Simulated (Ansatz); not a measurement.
# Sc3TiB, from a guessed structure to a relaxed one, part 2 of 2

This structure for Sc3TiB is made up. Its elements were placed in a known structure type with a cell scaled to their sizes. What cell does the guess relax to, and how far off was it?

Ansatz 0.2.0; DFT, PBE, plane-wave PAW, files of the set soft_1, scalar-relativistic, no spin, cell and ions relaxed at zero pressure; PAW set soft_1 (the session's first sound run).

So far: Starting point; Relaxation of the guess. The relaxed cell has a = 4.685 Å (conventional setting).

**3. Bands of the relaxed cell**

With the geometry fixed, one more self-consistent run, with a narrower smearing and the mesh shown in its input, gives the bands, and its pressure, and its forces where symmetry allows any, show how far the geometry depends on these settings.

This step: DFT, PBE, plane-wave PAW, files of the set soft_1, scalar-relativistic, no spin, bands and density of states at the relaxed cell; PAW set soft_1 (Ansatz 0.2.0).

File input.yaml:

```yaml
crystal:
  lattice:
    - [4.6846622384, 0.0, 0.0]
    - [0.0, 4.6846622384, 0.0]
    - [0.0, 0.0, 4.6846622384]
  atoms:
    - { symbol: Ti, position: [0.0, 0.0, 0.0] }
    - { symbol: Sc, position: [0.5, 0.5, 0.0] }
    - { symbol: Sc, position: [0.0, 0.5, 0.5] }
    - { symbol: Sc, position: [0.5, 0.0, 0.5] }
    - { symbol: B, position: [0.5, 0.5, 0.5] }
kpoints:
  mp_grid: { grid: [8, 8, 8] }
  band_path:
    path:
      - [[0.0, 0.0, 0.0], [0.0, 0.5, 0.0], [0.5, 0.5, 0.0], [0.0, 0.0, 0.0], [0.5, 0.5, 0.5], [0.0, 0.5, 0.0]]
      - [[0.5, 0.5, 0.0], [0.5, 0.5, 0.5]]
    npoints: 13
scf:
  occupations: { method: fermi_dirac, width: 0.03 }
  n_extra_bands: 9
hamiltonian:
  xc: pbe
  pseudopotentials: { kind: paw, azcp: { folder: soft_1 } }
output:
  forces: true
  stress: true
  write_bands: true
  dos: { projected: true }
  write_density: true
  write_potential: true
  elf: true
  volumetric_format: npy
```

Launch:

```console
ansatz run input.yaml --threads 4 --pin off --max-ram 8192MiB --backend cpu --events-out ev --progress --plain --runs-dir out
```

Numbers of over 12 decimals in the logs are rounded to 6 here.

Output:

```text
[...]
Crystal: 5 atoms, lattice volume = 102.810 Å³
Basis set: ecut = 420 eV, 2007 PW (Γ), exchange–correlation on 64×64×64 points (8 copies of the dense FFT grid, shifted against one another)
Bands: 33, of which v1, the nominal top of the filled ones, is band 24 counted from 1 (23 counted from 0)
Symmetry: 48 space group operations
[...]
k-points: 35 of 512
[...]
SCF iter   1: F=—  HF=-9066.420101 eV  |F-HF|=—  |Δ(HF+E_count)|=         —  Δρ=9.95e-2  dr2=2.79e1  ethr=3.10e-3  ⟨swp⟩=4.2  Hψ=3772  notcnv=0
[...]
SCF iter  12: F=-9062.181957 eV  HF=-9062.181957 eV  |F-HF|=1.60e-9  |Δ(HF+E_count)|=   1.04e-8  Δρ=1.19e-6  dr2=2.27e-9  ethr=2.08e-10  ⟨swp⟩=12.4  Hψ=6293  notcnv=0
SCF 1 converged in 12 iterations: F = -9062.181957 eV  dr2 = 2.27e-9
[...]
NSCF: frozen V_eff on 80 k-points
SCF converged after 12 iterations
Free energy (F): -9062.181957 eV
[...]
Internal energy: -9062.142276 eV  (E = F + TS)
E sigma→0 (E₀):  -9062.162116 eV
Entropy (-TS):   -0.039681 eV (-7.936 meV/atom)
Fermi energy:    9.172501 eV
[...]
--- Stress (GPa, compression-positive) ---
       -0.025589       0.000000       0.000000
        0.000000      -0.025589       0.000000
        0.000000       0.000000      -0.025589
  P = ⅓ Tr σ = -0.0256 GPa (-0.256 kbar)
--- Band table (eV; the first three rows and the last of 35) ---
  k-point 0: bands = [... 20 lower, 8.5304, 8.5304, 8.5304, 9.0545, 9.0545, 9.0545, 10.4872, 10.4872, ... 5 higher]
  k-point 1: bands = [... 20 lower, 8.4613, 8.4613, 8.5872, 8.8975, 9.1135, 9.1135, 10.4041, 10.4930, ... 5 higher]
  k-point 2: bands = [... 20 lower, 8.3264, 8.3264, 8.7193, 8.7499, 9.2451, 9.2451, 10.1770, 10.4563, ... 5 higher]
  k-point 34: bands = [... 20 lower, 7.3856, 9.1944, 9.1944, 9.1944, 9.3033, 9.3033, 9.3033, 9.8759, ... 5 higher]
```

Elapsed: 3.6 s, on 4 threads of Arm Neoverse V2, shared host; peak memory 0.48 GiB.

Numbers from this step:

| Quantity | Value |
| --- | --- |
| free energy | -9062.1820 eV |
| energy at zero smearing | -9062.1621 eV |
| smearing term TS | 0.03968 eV |
| Fermi energy | 9.173 eV |
| pressure | -0.02559 GPa |

From bands.tsv, the bands that come nearest the Fermi level along the path, at its corners, in eV from the Fermi level:

```
point  band 21  band 22  band 23  band 24  band 25  band 26  band 27  band 28
    Γ    -0.64    -0.64    -0.64    -0.12    -0.12    -0.12     1.31     1.31
    X    -1.00    -0.76    -0.74    -0.02     0.30     0.30     0.51     0.95
    M    -1.15    -0.26    -0.17    -0.17    -0.01    -0.01     0.22     0.47
    Γ    -0.64    -0.64    -0.64    -0.12    -0.12    -0.12     1.31     1.31
    R    -1.79     0.02     0.02     0.02     0.13     0.13     0.13     0.70
    X    -1.00    -0.76    -0.74    -0.02     0.30     0.30     0.51     0.95
    M    -1.15    -0.26    -0.17    -0.17    -0.01    -0.01     0.22     0.47
    R    -1.79     0.02     0.02     0.02     0.13     0.13     0.13     0.70
```

States per cell as run, both spins, in windows of 1 eV, from dos.tsv (zero at the Fermi level):

```
from  to  total
  -8  -7   0.10
  -7  -6   1.27
  -6  -5   0.63
  -5  -4   0.00
  -4  -3   1.50
  -3  -2   2.07
  -2  -1   3.92
  -1   0   6.56
   0   1   7.80
   1   2   5.58
```

Below -8 eV lie 32.0 more states.

Electrostatic potential energy in the ac plane at fractional y = 0.500, with atoms of Sc and B within 0.2 Å of it. With pseudopotentials it is smooth inside the atoms' cores, unlike the true potential.

Values in eV, 14 rows by 14 columns, each cell a mean:
```
 13  13  11   7  -4 -24 -43 -46 -37 -15   3   9  12  13
 12  12  11   9   2 -10 -24 -28 -19  -4   6  10  11  12
  9  10  10  10   7   3  -3  -5  -1   5   9  10  10   9
  2   4   7  10  10   8   6   6   7   9  10   9   6   3
-19 -11   0   8   9   7   1  -2   3   8   9   5  -4 -15
-41 -30 -11   4   7  -2 -21 -26 -14   3   7  -1 -19 -37
-48 -41 -18   2   5 -12 -31 -31 -26  -2   6  -5 -28 -46
-46 -36 -15   3   6  -7 -28 -31 -21   1   6  -3 -24 -43
-29 -19  -4   6   9   4  -7 -12  -2   7   8   3 -10 -24
 -6  -1   5   9  10   9   6   5   7   9  10   7   2  -4
  7   8   9  10   9   6   3   2   4   8  10  10   9   7
 11  11  11   9   5  -4 -15 -18 -11   0   7  10  11  11
 13  12  11   8  -1 -19 -36 -41 -30 -11   4  10  12  13
 13  13  11   7  -6 -29 -46 -48 -41 -19   2   9  12  13
```
Columns run along a (4.7 Å; values clipped at the 3rd and 97th percentile), rows up along c (4.7 Å). Atoms in or near the plane, at fractional coordinates: Sc at (0.50, 0.00), Sc at (0.00, 0.50), B at (0.50, 0.50).

ELF in the ac plane at fractional y = 0.500, with atoms of Sc and B within 0.2 Å of it. It is the smooth field of the valence electrons, not physical close to the nuclei.

Ten even steps from '_' (0.03) to '@' (0.80), each cell a mean:
```
@@%%++..--##++--##**..::**@@
##**==....==####**--__::++**
::::::::....----::....::::::
....__--++++++==++++==..__..
##++..::##@@%%%%@@@@++..--**
**##++::##%%++--##@@++::**##
..****::####..__--%%==--##--
--##**::##%%--..++%%++--##++
%%##--::##@@%%##%%@@++..==##
==::..::**##########++....--
......::::::::::::::--::....
++++--....--****++..__::==++
%%%%++..::####**##++..::**%%
@@%%++..==%%--..**##..::##@@
```
Columns run along a (4.7 Å), rows up along c (4.7 Å). Atoms in or near the plane, at fractional coordinates: Sc at (0.50, 0.00), Sc at (0.00, 0.50), B at (0.50, 0.50).

Valence density in the ac plane at fractional y = 0.500, with atoms of Sc and B within 0.2 Å of it. It is the smooth field of the valence electrons, not physical close to the nuclei.

Ten even steps from '_' (0.1 e/Å³) to '@' (8.4 e/Å³), each cell a mean:
```
__________::##%%++..________
__________..::--::__________
____________________________
____________________________
....______________________..
**==..__________________::++
@@**::__________________--%%
%%++..__________________::##
--::____________________..::
____________________________
____________________________
____________..::..__________
__________::++**==..________
__________--%%@@**..________
```
Columns run along a (4.7 Å), rows up along c (4.7 Å). Atoms in or near the plane, at fractional coordinates: Sc at (0.50, 0.00), Sc at (0.00, 0.50), B at (0.50, 0.50).

**4. Results**

| Property | Result |
| --- | --- |
| space group, relaxed | Pm-3m |
| conventional cell | a = 4.685, b = 4.685, c = 4.685 Å; α = 90.0°, β = 90.0°, γ = 90.0° |
| volume per atom | 20.56 Å³ (guess 16.77) |

Sc3TiB relaxes to Pm-3m with a = 4.685, b = 4.685 and c = 4.685 Å. The guessed volume was 18 % too small. The space group Pm-3m was held in the relaxation, so the end point is a stationary structure within it and may be a saddle against distortions or other arrangements. Bands cross the Fermi level, so it is a metal or semimetal at this level. On the 8×8×8 mesh with the narrower smearing (relaxed on 6×6×6) the forces vanish, as symmetry may demand, and the largest stress component is 0.026 GPa, within the relaxation's thresholds of 0.015 eV/Å and 0.05 GPa. The cutoff wasn't tested. No dispersion term is used, so weakly bound directions may come out too long. The runs have no spin, and magnetism wasn't tested. Nothing here tests whether the compound is stable against decomposition.

[Logs are printed without paths, hosts, clocks, repeated set-up lines and the standing remarks that a program may print on its own settings, such as how far it seeks lower states.]

[Hosts, paths, dates, database ids (printed as entryN), source tags and the programs' standing remarks are cut or masked in the printed files.]
